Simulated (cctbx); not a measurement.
## What is wrong with this refinement?

Cell a = 12.0610 Å, b = 6.8370 Å, c = 6.9560 Å, α = 90.00°, β = 124.63°, γ = 90.00°; space group C2/m (no. 12). The compound is MnCu2Ni3S8.

Simulated single-crystal data (cctbx): synchrotron X-rays, λ = 0.6889 Å, to d = 0.8 Å, 70 % of the full sphere, strongest reflection 20000 counts, noise from counting, a 6 % proportional error and a noise floor of 8 counts (s.d.); no absorption.

An isotropic refinement with weights 1/σ² prints:

```text
Rint 0.047, 515 unique reflections to 0.80 A
cycle     R1     wR2    GooF  max shift (A)
   1  0.2292  0.5348   9.203   0.18148
  12  0.0334  0.1276   2.195   0.01211
final R1 0.0334 wR2 0.1276 GooF 2.196  parameters 18  data/parameter 28.6
atom        x        y        z      Ueq    occ   su(xyz)  su(Uiso or U11)
Cu1    0.62602  0.50000  0.38326   0.0018  1.000  0.00020  0.0004
Ni1    0.00000  0.50000  0.50000   0.0029  1.000  0.00000  0.0005
Ni2    0.75000  0.25000  0.00000   0.0023  1.000  0.00000  0.0004
Mn1    0.00000  0.50000  0.00000   0.0028  1.000  0.00000  0.0005
S1     0.50932  0.78946  0.75426   0.0021  1.000  0.00029  0.0004
S2     0.73732  0.00000  0.20460   0.0038  1.000  0.00042  0.0005
S3     0.72748  0.00000  0.76101   0.0041  1.000  0.00042  0.0005
S4     0.00000  0.20404  0.00000   0.7087  1.000  0.01395  0.0487
difference map: max 1.86 min -1.27 rms 0.33
Q1    0.2311  0.2010  0.9708    8    1.90  0.39 A from Ni2
Q2    0.0000  0.4510  0.5000    4    1.59  0.34 A from Ni1
Q3    0.0979  0.0000  0.3389    4    1.54  0.30 A from Cu1
Q4    0.2219  0.5000  0.1319    4    1.31  0.43 A from S2
Q5    0.2388  0.0000  0.2023    4    1.14  0.34 A from S3
Q6    0.0751  0.0000  0.7011    4    0.96  1.97 A from S2
```

**Question.** Can this result stand? If not, what is the likely fault?

Mend it. The fault: spurious atom: S4. Against the right model at the same level, R1 goes from 0.0229 to 0.0334 and GooF from 1.01 to 2.20, S4 takes U = 0.71 Å², U of Cu1 shrinks from 0.0038 to 0.0018 Å², U of Ni2 shrinks from 0.0043 to 0.0023 Å² and U of S1 shrinks from 0.0039 to 0.0021 Å². A site with no density behind it hides by a very large U or drifts. The fit had not settled when the cycles ran out.

The compound is MnCu2Ni3S8. The right model at the same level gives:

```text
Rint 0.047, 515 unique reflections to 0.80 A
cycle     R1     wR2    GooF  max shift (A)
   1  0.2029  0.4797   8.238   0.11515
   2  0.0229  0.0589   1.011   0.00002
final R1 0.0229 wR2 0.0589 GooF 1.011  parameters 16  data/parameter 32.2
atom        x        y        z      Ueq    occ   su(xyz)  su(Uiso or U11)
Cu1    0.62585  0.50000  0.38297   0.0038  1.000  0.00009  0.0002
Ni1    0.00000  0.50000  0.50000   0.0048  1.000  0.00000  0.0002
Ni2    0.75000  0.25000  0.00000   0.0043  1.000  0.00000  0.0002
Mn1    0.00000  0.50000  0.00000   0.0047  1.000  0.00000  0.0002
S1     0.50944  0.78951  0.75498   0.0039  1.000  0.00013  0.0002
S2     0.73706  0.00000  0.20396   0.0058  1.000  0.00019  0.0003
S3     0.72764  0.00000  0.76139   0.0060  1.000  0.00019  0.0003
difference map: max 0.94 min -0.70 rms 0.19
Q1    0.2213  0.1849  0.9518    8    0.97  0.55 A from Ni2
Q2    0.0000  0.4264  0.5000    4    0.85  0.50 A from Ni1
Q3    0.1895  0.5000  0.0616    4    0.80  0.81 A from S2
Q4    0.0849  0.5000  0.9878    4    0.80  1.07 A from Mn1
Q5    0.0742  0.0000  0.0213    4    0.73  1.97 A from S3
Q6    0.0460  0.0000  0.1524    4    0.72  1.32 A from Cu1
```

The model was made for the exercise: a known structure type with other elements put in, its volume estimated, not relaxed; displacement parameters are assumed.

[Middle refinement cycles are left out of these outputs.]

[Logs are printed without paths, hosts, clocks, repeated set-up lines and the standing remarks that a program may print on its own settings, such as how far it seeks lower states.]
